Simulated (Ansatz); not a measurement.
# Gate voltage at the highest density: 1T-CoBrI monolayer

A layer charged from two gates alike needs a voltage that grows with the carrier density; the slope is e over the total capacitance.

**Method.** Ansatz 0.2.0, plane waves with PAW datasets (its set soft_2), PBE-D3(BJ); isolated slab, charged sheets 4 Å from the outer atoms behind model barriers, atoms held, Fermi-Dirac smearing of 0.05 eV. The voltage is that of the gates (their mean) against the layer's Fermi level, from the uncharged case, which has no gap over 0.05 eV.

| run | added electrons (10¹³ per cm²) | gate voltage (V) |
| --- | --- | --- |
| run 1 | 3.00 | 0.80 |
| run 2 | 8.00 | 2.12 |
| run 3 | 15.00 | ? |

**Question.** What value belongs in the row marked “?”, and how far can the other rows tell?

Two rows fix a line: slope = (2.12 − 0.80) / (8.00 − 3.00) = 0.2640, intercept 0.0080. The capacitance is 1.602/0.2640 = 6.07 µF/cm², against 4.43 µF/cm² for plates 4 Å apart in vacuum on both sides; it is the larger, as where the added charge has its centre outside the outer atoms (not examined here). At 15.00 it gives 0.2640 × 15.00 + 0.0080 = 3.97 V, beyond the rows fitted. Rounding of the rows alone allows about ±0.019 V there; two rows can't show whether the line holds.

The run itself gives 3.95 V: a miss of −0.02 V, or 0.5 % of the value. The capacitance rises a little towards the highest density.

**Limits.** The gates are model sheets, not atoms, and low densities sample few k-points. Spin-orbit coupling is left out, which changes the bands of elements this heavy.
